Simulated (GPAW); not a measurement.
# MnSi15 (Si32 Mn2 d3p84): parallel and opposed starts

Aim: find out whether MnSi15 (Si32 Mn2 d3p84) carries moments, and which collinear order costs least.

Calculated with GPAW 26.7.0; PBE; plane waves with GPAW's PAW setups, scalar-relativistic.

## Step 1: Set-up

It takes space group P222_1 (No. 17, orthorhombic). The conventional cell has a = 10.862 Å, b = 10.862 Å, c = 5.431 Å, α = 90.00°, β = 90.00°, γ = 90.00°. Nearest to Mn lie 4 Si at 2.35 Å. Si has 2 Mn at 2.35 Å and 2 Si at 2.35 Å nearest. Nearest to Si lie 3 Si at 2.35 Å and 1 Mn at 2.35 Å. Si has 4 Si at 2.35 Å nearest. Nearest to Si lie 4 Si at 2.35 Å. substitutional dopants on the host's measured lattice, atoms not relaxed. Farther neighbours are not listed.

The cell is a made-up one and need not be a known phase.

## Step 2: Run 1 (ferro ++)

The parallel start comes first: it fits the smallest cell, keeps the most symmetry and shows whether parallel moments form.

Contents of order1.py:

```python
import json
import numpy as np
from ase import Atoms
from ase.parallel import paropen, parprint
from gpaw import GPAW

atoms = Atoms(['Mn', 'Si', 'Mn', 'Si', 'Si', 'Si', 'Si', 'Si', 'Si', 'Si', 'Si', 'Si', 'Si', 'Si', 'Si', 'Si', 'Si', 'Si', 'Si', 'Si', 'Si', 'Si', 'Si', 'Si', 'Si', 'Si', 'Si', 'Si', 'Si', 'Si', 'Si', 'Si'],
    cell=[[10.862, 0.0, 0.0],
         [0.0, 10.862, 0.0],
         [0.0, 0.0, 5.431]],
    scaled_positions=[[0.0, 0.0, 0.0],
         [0.125, 0.125, 0.25],
         [0.0, 0.25, 0.5],
         [0.125, 0.375, 0.75],
         [0.25, 0.0, 0.5],
         [0.375, 0.125, 0.75],
         [0.25, 0.25, 0.0],
         [0.375, 0.375, 0.25],
         [0.0, 0.5, 0.0],
         [0.125, 0.625, 0.25],
         [0.0, 0.75, 0.5],
         [0.125, 0.875, 0.75],
         [0.25, 0.5, 0.5],
         [0.375, 0.625, 0.75],
         [0.25, 0.75, 0.0],
         [0.375, 0.875, 0.25],
         [0.5, 0.0, 0.0],
         [0.625, 0.125, 0.25],
         [0.5, 0.25, 0.5],
         [0.625, 0.375, 0.75],
         [0.75, 0.0, 0.5],
         [0.875, 0.125, 0.75],
         [0.75, 0.25, 0.0],
         [0.875, 0.375, 0.25],
         [0.5, 0.5, 0.0],
         [0.625, 0.625, 0.25],
         [0.5, 0.75, 0.5],
         [0.625, 0.875, 0.75],
         [0.75, 0.5, 0.5],
         [0.875, 0.625, 0.75],
         [0.75, 0.75, 0.0],
         [0.875, 0.875, 0.25]],
    pbc=True,
    magmoms=[4.5, 0.0, 4.5, 0.0, 0.0, 0.0, 0.0, 0.0, 0.0, 0.0, 0.0, 0.0, 0.0, 0.0, 0.0, 0.0, 0.0, 0.0, 0.0, 0.0, 0.0, 0.0, 0.0, 0.0, 0.0, 0.0, 0.0, 0.0, 0.0, 0.0, 0.0, 0.0])
atoms.calc = GPAW(mode={'name': 'pw', 'ecut': 450},
    xc='PBE',
    kpts={'size': (3, 3, 5), 'gamma': True},
    occupations={'name': 'fermi-dirac', 'width': 0.05},
    convergence={'density': 1e-05, 'energy': 1e-05},
    maxiter=200,
    mixer={'name': 'pulay', 'beta': 0.05, 'nmaxold': 6, 'weight': 50},
    symmetry={'tolerance': 1e-4},
    txt='order1.txt')
e = atoms.get_potential_energy(force_consistent=True)
res = {'free_energy': e, 'energy_sigma0': atoms.get_potential_energy(), 'fermi_energy': atoms.calc.get_fermi_level()}
res['moments'] = atoms.get_magnetic_moments().tolist()
res['total'] = atoms.get_magnetic_moment()
parprint('site moments (muB):', np.round(res['moments'], 3))
parprint(f"total moment: {res['total']:.3f} muB")
parprint(f'free energy: {e:.6f} eV')
atoms.calc.write('order1.gpw')
with paropen('results.json', 'w') as f:
    json.dump(res, f)
```

Started as:

```sh
> OMP_NUM_THREADS=1 mpirun -n 4 gpaw python order1.py > order1.log
```

Numbers of over 12 decimals in the logs are rounded to 6 here.

The log of the run:

```text
site moments (muB): [ 2.864e+00 -1.020e-01  2.864e+00 -4.500e-02  1.700e-02 -7.000e-03
  1.700e-02 -2.000e-03  8.000e-03 -0.000e+00  8.000e-03 -4.500e-02
  3.000e-03 -2.000e-03  3.000e-03 -2.000e-03 -4.000e-03 -7.000e-03
 -4.000e-03 -2.000e-03  1.700e-02 -1.020e-01  1.700e-02 -4.500e-02
 -2.000e-03 -2.000e-03 -2.000e-03 -2.000e-03  3.000e-03 -0.000e+00
  3.000e-03 -4.500e-02]
total moment: 5.990 muB
free energy: -177.258090 eV

--- order1.txt ---
Input parameters:
  mode=PW(ecut=450),
  convergence={'density': 1e-05, 'energy': 1e-05},
  kpts=MonkhorstPack(size=(3, 3, 5), gamma=True),
  maxiter=200,
  mixer=Pulay(name='pulay', nmaxold=6, beta=0.05, weight=50, sigma=0.015, g_ss=None),
  occupations=Occupations(name='fermi-dirac', width=0.05),
  symmetry=Symmetry(tolerance=0.0001),
  xc=XC(name='PBE')

Diagonalizing LCAO Hamiltonian
Converting LCAO to pw mode
        .--------------------------.
       /|                          |
      / |                          |
     /  |  Si           Si         |
    /   |      Si            Si    |
   /  Si|           Si             |
  /    Si        Si  Si        Si  |
 *      .--Si------------Si--------.
 |     / Si Si        Si Si       /
 | Mn /      Si Si         Si    /
 |   Si Si    Si  Si Si    Si   /
 |  /Si            Si          /
 | /     Si            Si     /
 |/                          /
 Mn------------Si-----------*

Atoms  # Å, Bohr magnetons
|    | symbol |        x |        y |        z |    initial magnetic moments |
|----|--------|----------|----------|----------|-----------------------------|
|  0 |     Mn | 0.000000 | 0.000000 | 0.000000 | ( 0.0000,  0.0000,  4.5000) |
|  1 |     Si | 1.357750 | 1.357750 | 1.357750 | ( 0.0000,  0.0000,  0.0000) |
|  2 |     Mn | 0.000000 | 2.715500 | 2.715500 | ( 0.0000,  0.0000,  4.5000) |
|  3 |     Si | 1.357750 | 4.073250 | 4.073250 | ( 0.0000,  0.0000,  0.0000) |
|  4 |     Si | 2.715500 | 0.000000 | 2.715500 | ( 0.0000,  0.0000,  0.0000) |
|  5 |     Si | 4.073250 | 1.357750 | 4.073250 | ( 0.0000,  0.0000,  0.0000) |
|  6 |     Si | 2.715500 | 2.715500 | 0.000000 | ( 0.0000,  0.0000,  0.0000) |
|  7 |     Si | 4.073250 | 4.073250 | 1.357750 | ( 0.0000,  0.0000,  0.0000) |
|  8 |     Si | 0.000000 | 5.431000 | 0.000000 | ( 0.0000,  0.0000,  0.0000) |
|  9 |     Si | 1.357750 | 6.788750 | 1.357750 | ( 0.0000,  0.0000,  0.0000) |
| 10 |     Si | 0.000000 | 8.146500 | 2.715500 | ( 0.0000,  0.0000,  0.0000) |
| 11 |     Si | 1.357750 | 9.504250 | 4.073250 | ( 0.0000,  0.0000,  0.0000) |
| 12 |     Si | 2.715500 | 5.431000 | 2.715500 | ( 0.0000,  0.0000,  0.0000) |
| 13 |     Si | 4.073250 | 6.788750 | 4.073250 | ( 0.0000,  0.0000,  0.0000) |
| 14 |     Si | 2.715500 | 8.146500 | 0.000000 | ( 0.0000,  0.0000,  0.0000) |
| 15 |     Si | 4.073250 | 9.504250 | 1.357750 | ( 0.0000,  0.0000,  0.0000) |
| 16 |     Si | 5.431000 | 0.000000 | 0.000000 | ( 0.0000,  0.0000,  0.0000) |
| 17 |     Si | 6.788750 | 1.357750 | 1.357750 | ( 0.0000,  0.0000,  0.0000) |
[...]
| 22 |     Si | 8.146500 | 2.715500 | 0.000000 | ( 0.0000,  0.0000,  0.0000) |
| 23 |     Si | 9.504250 | 4.073250 | 1.357750 | ( 0.0000,  0.0000,  0.0000) |
| 24 |     Si | 5.431000 | 5.431000 | 0.000000 | ( 0.0000,  0.0000,  0.0000) |
| 25 |     Si | 6.788750 | 6.788750 | 1.357750 | ( 0.0000,  0.0000,  0.0000) |
| 26 |     Si | 5.431000 | 8.146500 | 2.715500 | ( 0.0000,  0.0000,  0.0000) |
| 27 |     Si | 6.788750 | 9.504250 | 4.073250 | ( 0.0000,  0.0000,  0.0000) |
| 28 |     Si | 8.146500 | 5.431000 | 2.715500 | ( 0.0000,  0.0000,  0.0000) |
| 29 |     Si | 9.504250 | 6.788750 | 4.073250 | ( 0.0000,  0.0000,  0.0000) |
| 30 |     Si | 8.146500 | 8.146500 | 0.000000 | ( 0.0000,  0.0000,  0.0000) |
| 31 |     Si | 9.504250 | 9.504250 | 1.357750 | ( 0.0000,  0.0000,  0.0000) |

Unit cell  # Å
| periodic |         x |         y |        z |   lengths |    angles |
|----------|-----------|-----------|----------|-----------|-----------|
|      yes | 10.862000 |  0.000000 | 0.000000 | 10.862000 | 90.000000 |
|      yes |  0.000000 | 10.862000 | 0.000000 | 10.862000 | 90.000000 |
|      yes |  0.000000 |  0.000000 | 5.431000 |  5.431000 | 90.000000 |

Number of symmetries: 2

BZ-sampling:
  Number of BZ points: 45
  Number of IBZ points: 16

  Monkhorst-Pack size: [3, 3, 5]
  Monkhorst-Pack shift: [0, 0, 0]

K-points  # in reciprocal-cell coordinates
|     |                                coordinates |     weight |
|-----|--------------------------------------------|------------|
|   0 | (  0.00000000,   0.00000000,   0.00000000) | 0.02222222 |
|   1 | (  0.00000000,   0.00000000,   0.20000000) | 0.04444444 |
|   2 | (  0.00000000,   0.00000000,   0.40000000) | 0.04444444 |
|   3 | (  0.00000000,   0.33333333,   0.00000000) | 0.04444444 |
|   4 | (  0.00000000,   0.33333333,   0.20000000) | 0.08888889 |
|   5 | (  0.00000000,   0.33333333,   0.40000000) | 0.08888889 |
|   6 | (  0.33333333,   0.00000000,  -0.40000000) | 0.04444444 |
|   7 | (  0.33333333,   0.00000000,  -0.20000000) | 0.04444444 |
|   8 | (  0.33333333,   0.00000000,   0.00000000) | 0.04444444 |
|   9 | (  0.33333333,   0.00000000,   0.20000000) | 0.04444444 |
| ... |                                            |            |
|  15 | (  0.33333333,   0.33333333,   0.40000000) | 0.08888889 |

Plane wave coefficients: 13930
Cutoff: 450.000000 eV

Spin-components: 2 (collinear spins)
Bands:           100
Projectors:      162
Spin-degeneracy: 1
Datatype:        complex128

Parallelization:
  kpt:    4
  domain: 1
  band:   1

Density:
  Valence electrons: 150.0
  Components: 2
  Grid points: [54 54 27]
  Charge: 0.0  # |e|

Potential:
  Grid points: [54 54 27]

species:
  Mn:
    name:    Manganese
    Z:       25.0
    valence: 15
    core:    10
    charge:  0.0  # [|e|]
    compensation charges:
      type: gauss
      rc: 0.38  # [Å]
      lmax: 2
    cutoffs:
      filter: 2.14  # [Å]
      core: 0.86  # [Å]
    projectors
    | kind |    occ | energy [eV] | rcut [Å] |
    |------|--------|-------------|----------|
    |   3s |  2.000 |     -85.859 |    1.275 |
    |   4s |  2.000 |      -5.106 |    1.275 |
    |   3p |  6.000 |     -54.597 |    1.281 |
    |   4p |  0.000 |      -1.371 |    1.281 |
    |   3d |  5.000 |      -6.771 |    1.138 |
    |    d |        |      20.441 |    1.138 |

    Using partial waves for Mn as LCAO basis

  Si:
    name:    Silicon
    Z:       14.0
    valence: 4
    core:    10
    charge:  0.0  # [|e|]
    compensation charges:
      type: gauss
      rc: 0.33  # [Å]
      lmax: 2
    cutoffs:
      filter: 1.86  # [Å]
      core: 2.06  # [Å]
    projectors
    | kind |    occ | energy [eV] | rcut [Å] |
    |------|--------|-------------|----------|
    |   3s |  2.000 |     -10.812 |    1.058 |
    |   3p |  2.000 |      -4.081 |    1.058 |
    |    s |        |      16.399 |    1.058 |
    |    p |        |      23.130 |    1.058 |
    |    d |        |       0.000 |    1.058 |

    Using partial waves for Si as LCAO basis

Reference energy: -299618.503652  # eV

eigensolver:
  PPCG
  Converge bands: occupied
  niter=2

density mixing:
  Pulay-Mixer
  Linear mixing parameters: 0.05
  Old densities: 6
  Fourier metric: weight=50, sigma=0.015

occupation numbers:
  Fermi-Dirac:
    width: 0.0500  # eV

poisson solver:
  ecut: 3600.000000  # eV

xc functional:
  name: PBE with 2 nearest neighbor stencil

convergence criteria:
- Maximum integral of absolute [dens]ity change: 1e-05 electrons / valence electron
- Maximum [total energy] change in last 3 cyles: 1e-05 eV / valence electron
- Maximum integral of absolute [eigenst]ate change: 4e-08 eV^2 / valence electron
maximum number of iterations: 200

SCF iterations
|iter     |      energy | eigst |  dens |  magmom |
|---------|-------------|-------|-------|---------|
|iter:   1|       0s | -177.702225 | +0.28 |       |  +9.0228|
|iter:   2|      33s | -177.682480 | -1.05 | -0.82 |  +8.8734|
|iter:   3|      66s | -177.467620 | -2.13 | -0.85 |  +8.6406|
|iter:   4|      99s | -177.254064 | -1.14 | -0.89 |  +6.4529|
|iter:   5|     132s | -177.115998 | -2.16 | -1.58 |  +6.5626|
|iter:   6|     165s | -177.216130 | -2.73 | -1.60 |  +6.2427|
|iter:   7|     197s | -177.190354 | -3.33 | -1.75 |  +6.2775|
|iter:   8|     230s | -177.224842 | -3.01 | -1.82 |  +6.0467|
|iter:   9|     263s | -177.227539 | -3.49 | -2.17 |  +6.0331|
|iter:  10|     295s | -177.231416 | -4.03 | -2.34 |  +5.9949|
[... 14 iterations left out ...]
|iter:  25|     792s | -177.239701c| -7.29 | -3.66 |  +5.9876|
|iter:  26|     824s | -177.239706c| -7.00 | -3.75 |  +5.9881|
|iter:  27|     840s | -177.239707c| -7.65c| -3.90 |  +5.9884|
|iter:  28|     873s | -177.239708c| -7.07 | -3.97 |  +5.9893|
|iter:  29|     897s | -177.239708c| -7.48c| -4.24 |  +5.9897|
|iter:  30|     914s | -177.239707c| -7.78c| -4.47 |  +5.9899|
|iter:  31|     930s | -177.239707c| -7.71c| -4.60 |  +5.9900|
|iter:  32|     945s | -177.239706c| -8.06c| -4.79 |  +5.9901|
|iter:  33|     963s | -177.239706c| -8.23c| -4.94 |  +5.9900|
|iter:  34|     980s | -177.239706c| -8.53c| -5.09c|  +5.9901|

Converged in 34 steps
Energy contributions relative to reference atoms: (reference = -299618.503652)

Energy contributions:
  Kinetic:         240.720677
  Coulomb:        -210.997087
  Zero:              0.009951
  External:          0.000000
  Xc:             -206.954863
  Entropy:          -0.036768
  Spinorbit:         0.000000
  ----------------------------
  Free energy:    -177.258090
  Extrapolated:   -177.239706

dipole moment: (-96.183125, -95.295075, -94.879754)  # |e|*Ang

Total magnetic moment: (0.000000, 0.000000, 5.990050)

Local magnetic moments
|        x |        y |         z |
|----------|----------|-----------|
| 0.000000 | 0.000000 |  2.864124 |  # Mn   0
| 0.000000 | 0.000000 | -0.101928 |  # Si   1
| 0.000000 | 0.000000 |  2.864125 |  # Mn   2
| 0.000000 | 0.000000 | -0.045268 |  # Si   3
| 0.000000 | 0.000000 |  0.016504 |  # Si   4
| 0.000000 | 0.000000 | -0.007289 |  # Si   5
| 0.000000 | 0.000000 |  0.016504 |  # Si   6
| 0.000000 | 0.000000 | -0.002164 |  # Si   7
| 0.000000 | 0.000000 |  0.007839 |  # Si   8
| 0.000000 | 0.000000 | -0.000437 |  # Si   9
| 0.000000 | 0.000000 |  0.007839 |  # Si  10
| 0.000000 | 0.000000 | -0.045269 |  # Si  11
| 0.000000 | 0.000000 |  0.003205 |  # Si  12
| 0.000000 | 0.000000 | -0.001957 |  # Si  13
| 0.000000 | 0.000000 |  0.003205 |  # Si  14
| 0.000000 | 0.000000 | -0.002164 |  # Si  15
[...]
| 0.000000 | 0.000000 |  0.016504 |  # Si  22
| 0.000000 | 0.000000 | -0.045268 |  # Si  23
| 0.000000 | 0.000000 | -0.001859 |  # Si  24
| 0.000000 | 0.000000 | -0.001957 |  # Si  25
| 0.000000 | 0.000000 | -0.001859 |  # Si  26
| 0.000000 | 0.000000 | -0.002164 |  # Si  27
| 0.000000 | 0.000000 |  0.003205 |  # Si  28
| 0.000000 | 0.000000 | -0.000437 |  # Si  29
| 0.000000 | 0.000000 |  0.003205 |  # Si  30
| 0.000000 | 0.000000 | -0.045269 |  # Si  31

Fermi level: 5.175
Eigenvalues  # (at kpt = [0.000, 0.000, 0.000])
| band index |      eig [eV] | occ [0-1] |      eig [eV] | occ [0-1] |
|------------|---------------|-----------|---------------|-----------|
|          0 |       -75.326 |     1.000 |       -72.175 |     1.000 |
|        ... |               |           |               |           |
|         67 |         3.526 |     1.000 |         4.116 |     1.000 |
|         68 |         3.567 |     1.000 |         4.363 |     1.000 |
|         69 |         3.587 |     1.000 |         4.711 |     1.000 |
|         70 |         3.631 |     1.000 |         4.826 |     0.999 |
|         71 |         3.717 |     1.000 |         4.834 |     0.999 |
|         72 |         3.772 |     1.000 |         5.255 |     0.170 |
|         73 |         4.441 |     1.000 |         5.397 |     0.012 |
|         74 |         4.466 |     1.000 |         5.625 |     0.000 |
|         75 |         4.617 |     1.000 |         5.808 |     0.000 |
|         76 |         4.693 |     1.000 |         5.983 |     0.000 |
|         77 |         5.061 |     0.907 |         6.003 |     0.000 |
|         78 |         5.289 |     0.093 |         6.029 |     0.000 |
|         79 |         6.014 |     0.000 |         6.248 |     0.000 |
|         80 |         6.133 |     0.000 |         6.276 |     0.000 |
|         81 |         6.169 |     0.000 |         6.405 |     0.000 |
|         82 |         6.268 |     0.000 |         6.537 |     0.000 |
|        ... |               |           |               |           |
|         99 |         8.541 |     0.000 |         8.628 |     0.000 |

No gap
No difference between direct/indirect transitions
```

Run time: 17 min. Hardware: 4 MPI ranks of Arm Neoverse V1, shared host; peak memory 2.5 GiB; 69 min of CPU time.

Spin moment in the augmentation sphere by element, in μB:

```
element  atoms   mean  spread (r.m.s.)  least  largest
     Mn      2   2.86             0.00   2.86     2.86
     Si     30  -0.01             0.03  -0.10     0.02
```

The atoms farthest from the mean of their element:

```
atom       x, y, z (Å)  spin moment in the augmentation sphere (μB)
 Si2  1.36, 1.36, 1.36                                        -0.10
Si22  9.50, 1.36, 4.07                                        -0.10
Si12  1.36, 9.50, 4.07                                        -0.05
 Si4  1.36, 4.07, 4.07                                        -0.05
Si24  9.50, 4.07, 1.36                                        -0.05
Si32  9.50, 9.50, 1.36                                        -0.05
 Si5  2.72, 0.00, 2.72                                         0.02
 Si7  2.72, 2.72, 0.00                                         0.02
```

Numbers from this step:

```yaml
magnetization: 5.990 μB
final_state: ferromagnetic
```

After 34 cycles the largest moment stands at 2.86 μB.

(Continued in part 2 of 2.)

[Logs and program files are shortened in this print: banners, set-up blocks, solver, clock and traceback lines can be left out without a mark of their own.]

[Logs are printed without paths, hosts, clocks, repeated set-up lines and the standing remarks that a program may print on its own settings, such as how far it seeks lower states.]

[Hosts, paths, dates, database ids (printed as entryN), source tags and the programs' standing remarks are cut or masked in the printed files.]

[Where a cell is said to come from a database of computed structures, the database is the Materials Project.]

[Lattice constants of own cells that a recipe calls measured were typed without a cited source.]
